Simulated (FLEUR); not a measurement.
# Energy mapping worked by hand: MnS (Alabandite)

Can a spin model with one coupling foretell the energy of a further order of MnS (Alabandite)?

Method: PBE with U = 4 eV on Mn d; all-electron FLAPW, Dirac cores, scalar-relativistic bands, in FLEUR MaX-R8.1.

**1. Starting point**

It takes space group Fm-3m (No. 225, cubic). The conventional cell has a = 5.224 Å, b = 5.224 Å, c = 5.224 Å, α = 90.00°, β = 90.00°, γ = 90.00°. Mn has 6 S at 2.61 Å nearest. Nearest to S lie 6 Mn at 2.61 Å. Farther neighbours and most contacts between anions are not listed.

**2. The parallel order**

All energies count from this run. The U counters the self-interaction that shrinks the moments of a localised shell.

inpgen writes inp.xml from crystal.txt; cutoffs, mixing, functional, smearing and local orbitals are then set in the file. The k list default-1 (kpts.xml, not shown) is a Γ-centred 8×8×8 mesh; where the ranks do not divide the number of points, some are split in two of half the weight.

Input file inp.xml:

```
<?xml version="1.0" encoding="UTF-8" standalone="no"?>
<fleurInput fleurInputVersion="0.39">
   <comment>
      MnS
   </comment>
   <calculationSetup>
      <cutoffs Kmax="3.95" Gmax="11.9" GmaxXC="11.9" numbands="0"/>
      <scfLoop itmax="120" minDistance="0.0001" maxIterBroyd="15" imix="Anderson" alpha="0.05" precondParam="0.0" spinf="2.0" sdNocoIR="T"/>
      <coreElectrons ctail="T" frcor="F" kcrel="0" coretail_lmax="0"/>
      <xcFunctional name="pbe" relativisticCorrections="F"/>
      <magnetism jspins="2"/>
      <soc l_soc="F" theta="0.0" phi="0.0" spav="F"/>
      <expertModes spex="0" secvar="F"/>
      <geometryOptimization l_f="F" forcealpha="1.0" forcemix="BFGS" epsdisp="0.00001" epsforce="0.00001"/>
      <ldaU l_linMix="F" mixParam="0.05" spinf="1.0"/>
   </calculationSetup>
   <cell>
      <bzIntegration valenceElectrons="21.0" mode="hist" fermiSmearingEnergy="0.00183747">
         <kPointListSelection listName="default-1"/>
         <xi:include xmlns:xi="http://www.w3.org/2001/XInclude" href="kpts.xml"> </xi:include>
      </bzIntegration>
      <xi:include xmlns:xi="http://www.w3.org/2001/XInclude" href="sym.xml"> </xi:include>
      <bulkLattice scale="1.0">
         <bravaisMatrix>
            <row-1>    0.0000000000000000     4.9355866922302800     4.9355866922302800</row-1>
            <row-2>    4.9355866922302800     0.0000000000000000     4.9355866922302800</row-2>
            <row-3>    4.9355866922302800     4.9355866922302800     0.0000000000000000</row-3>
         </bravaisMatrix>
      </bulkLattice>
   </cell>
   <atomSpecies>
      <species name="Manganese 4.500" element="Mn" atomicNumber="25">
         <mtSphere radius="2.8" gridPoints="925" logIncrement="0.013"/>
         <atomicCutoffs lmax="10" lnonsphr="8"/>
         <electronConfig flipSpins="F">
            <coreConfig>(1s1/2) (2s1/2) (2p1/2) (2p3/2)</coreConfig>
            <valenceConfig>(3s1/2) (3p1/2) (3p3/2) (4s1/2) (3d3/2) (3d5/2)</valenceConfig>
            <stateOccupation state="(3d3/2)" spinUp="1.75" spinDown="0.25"/>
            <stateOccupation state="(3d5/2)" spinUp="3.0" spinDown="0.0"/>
         </electronConfig>
         <energyParameters s="4" p="4" d="3" f="4"/>
         <ldaU l="2" U="4.0" J="0.0" l_amf="F"/>
         <lo type="SCLO" l="0" n="3" eDeriv="0"/>
         <lo type="SCLO" l="1" n="3" eDeriv="0"/>
      </species>
      <species name="Sulfur (S)" element="S" atomicNumber="16">
         <mtSphere radius="1.9" gridPoints="629" logIncrement="0.018"/>
         <atomicCutoffs lmax="8" lnonsphr="6"/>
         <electronConfig flipSpins="F">
            <coreConfig>(1s1/2) (2s1/2) (2p1/2) (2p3/2)</coreConfig>
            <valenceConfig>(3s1/2) (3p1/2) (3p3/2)</valenceConfig>
            <stateOccupation state="(3p1/2)" spinUp="0.666667" spinDown="0.666667"/>
            <stateOccupation state="(3p3/2)" spinUp="1.333333" spinDown="1.333333"/>
         </electronConfig>
         <energyParameters s="3" p="3" d="3" f="4"/>
      </species>
   </atomSpecies>
   <atomGroups>
      <atomGroup species="Manganese 4.500">
         <relPos label="                   1">.0000000000 .0000000000 .0000000000</relPos>
         <force calculate="T" relaxXYZ="TTT"/>
      </atomGroup>
      <atomGroup species="Sulfur (S)">
         <relPos label="                   2">1.000/2.000 1.000/2.000 1.000/2.000</relPos>
         <force calculate="T" relaxXYZ="TTT"/>
      </atomGroup>
   </atomGroups>
   <output dos="F" band="F" slice="F">
      <bandDOS minEnergy="-.5*Htr" maxEnergy="0.5*Htr" sigma="0.015" storeEVData="T"/>
      <plotting iplot="0" polar="F">
         <plot TwoD="T" vec1="  1.0  0.0  0.0" vec2="  0.0  1.0  0.0" vec3="  0.0  0.0  1.0" zero="  0.0  0.0  0.0" file="plot"/>
      </plotting>
      <moessbauerParams electricFieldGradient="F" isomerShift="F" coreHyperfine="F" valenceHyperfine="F"/>
   </output>
</fleurInput>
```

Input file crystal.txt:

```
MnS
&input film=F cartesian=F /
0.00000000000  2.61180000000  2.61180000000
2.61180000000  0.00000000000  2.61180000000
2.61180000000  2.61180000000  0.00000000000
1.8897261246
1.0 1.0 1.0

2
25 0.00000000000  0.00000000000  0.00000000000 : 4.500
16 0.50000000000  0.50000000000  0.50000000000

&kpt div1=8 div2=8 div3=8 gamma=T /
```

Command:

```bash
> OMP_NUM_THREADS=1 inpgen -f crystal.txt > inpgen.log  # inp.xml is then edited as shown
> OMP_NUM_THREADS=1 mpirun -n 4 fleur_MPI > fleur.log
```

The log of the run:

```text
Welcome to FLEUR        (www.flapw.de)
      MaX-Release 8.1          (www.max-centre.eu)

 ========== k-point set info ==========
 Selected k-point list: default-1
 k-point list type: mesh
 0 x 0 x 0
 Number of k points: 32

 [... set-up left out ...]
 no density matrix found ... skipping LDA+U
 Reset of history
 Iteration:     1   Distance:       6.90255274 me/bohr^3
 Iteration:     2   Distance:       7.30008994 me/bohr^3
 Iteration:     3   Distance:       6.71992434 me/bohr^3
 Iteration:     4   Distance:       3.84070508 me/bohr^3
[...]
[... left out ...]
            <freeEnergy value="-1557.8561987123"/>
            <extrapolationTo0K value="-1557.8561987123"/>
         </totalEnergy>
         [... left out ...]
         <ldaUDensityMatrixConvergence>
            <distance spin="1" distance="0.000000"/>
            <distance spin="2" distance="0.000001"/>
         </ldaUDensityMatrixConvergence>
         <densityConvergence units="me/bohr^3">
            <chargeDensity spin="1" distance="0.0000059576"/>
            <chargeDensity spin="2" distance="0.0000185934"/>
            <overallChargeDensity distance="0.0000212148"/>
            <spinDensity distance="0.0000176733"/>
         </densityConvergence>
      </iteration>
```

Wall time 9.9 s (4 MPI ranks of Intel Xeon 6975P-C (Granite Rapids), shared host); peak memory 0.25 GiB; 39 s of CPU time.

Spin moment in the muffin-tin sphere by atom:

```csv
atom,spin moment in the muffin-tin sphere (μB)
Mn1,4.77
S2,0.09
```

Numbers from this step:

| Quantity | Value |
| --- | --- |
| free energy | -42391.4267 eV |
| program's band gap on this mesh (in a metal only a level spacing) | 0.8734 eV |
| magnetization | 5 μB |
| final state | ferromagnetic |

After 16 cycles the largest moment stands at 4.77 μB.

**3. The orders used for the fit**

The other orders were run with the same settings, on meshes that hold the same points. Free energies are divided by the number of Mn atoms; q is in fractions of the reciprocal vectors of the first run's cell.

```csv
order,atoms,mesh,free energy (eV),eV per Mn,largest moment (μB)
F +,2,8×8×8,-42391.4267,-42391.4267,4.77
"AF q=(0,1/2,1/2) +-",4,8×4×8,-84782.8854,-42391.4427,4.73
```

**4. Counting neighbours**

With E = −Σ J e_i·e_j over ordered pairs of unit vectors, turning a neighbour from parallel to opposed costs 2J a Mn atom. So an order lies 2 Σ n J over the parallel one, n being the opposed neighbours in each shell.

```csv
shell,distance (Å),neighbours,"opposed in AF q=(0,1/2,1/2) +-","opposed in AF q=(0,0,1/2) +-"
J1,3.69,12,8,6
J2,5.22,6,0,6
```

Only J1 is kept.

**5. Solving**

```
2 × 8 × J1 = -15.9 meV    (AF q=(0,1/2,1/2) +-)
J1 = -0.99 meV
```

**6. The test**

The couplings now give the orders that were left out:

```
2 × 6 × (-0.99) = -11.9 meV    (AF q=(0,0,1/2) +-)
```

The runs themselves:

```csv
order,atoms,mesh,free energy (eV),eV per Mn,largest moment (μB),over the parallel order (meV),foretold (meV)
"AF q=(0,0,1/2) +-",4,8×8×4,-84782.9445,-42391.4723,4.64,-45.5,-11.9
```

**7. One more shell**

One try is to add the next shell, though changing moments can also cause the miss. Both differences then fix both couplings, and no order is left for a test.

```
2 × 8 × J1 = -15.9 meV    (AF q=(0,1/2,1/2) +-)
2 × 6 × J1 + 2 × 6 × J2 = -45.5 meV    (AF q=(0,0,1/2) +-)
J1 = -0.99 meV
J2 = -2.80 meV
```

**8. Summary of results**

```yaml
effective_coupling_of_the_reversed_pairs_counted_on_j1_mn_mn_at_3p69_a: -0.99 meV
largest_miss_on_the_orders_left_out: 34 meV
j1_with_two_shells: -0.99 meV
j2_with_two_shells: -2.8 meV
```

What this shows: The model misses the order left out by 34 meV, 74 % of the largest distance from the parallel order, so it fails: these couplings alone don't describe the crystal. With the next shell added the couplings are J1 = -0.99 and J2 = -2.80 meV, untested. The largest moments of the orders differ by 2.6 % of the greatest. One difference fixes one number: it sums all reversed shells and need not be the coupling of the nearest one, even in sign.

[Logs and program files are shortened in this print: banners, set-up blocks, solver, clock and traceback lines can be left out without a mark of their own.]

[Logs are printed without paths, hosts, clocks, repeated set-up lines and the standing remarks that a program may print on its own settings, such as how far it seeks lower states.]

[Hosts, paths, dates, database ids (printed as entryN), source tags and the programs' standing remarks are cut or masked in the printed files.]

[Where a cell is said to come from a database of computed structures, the database is the Materials Project.]
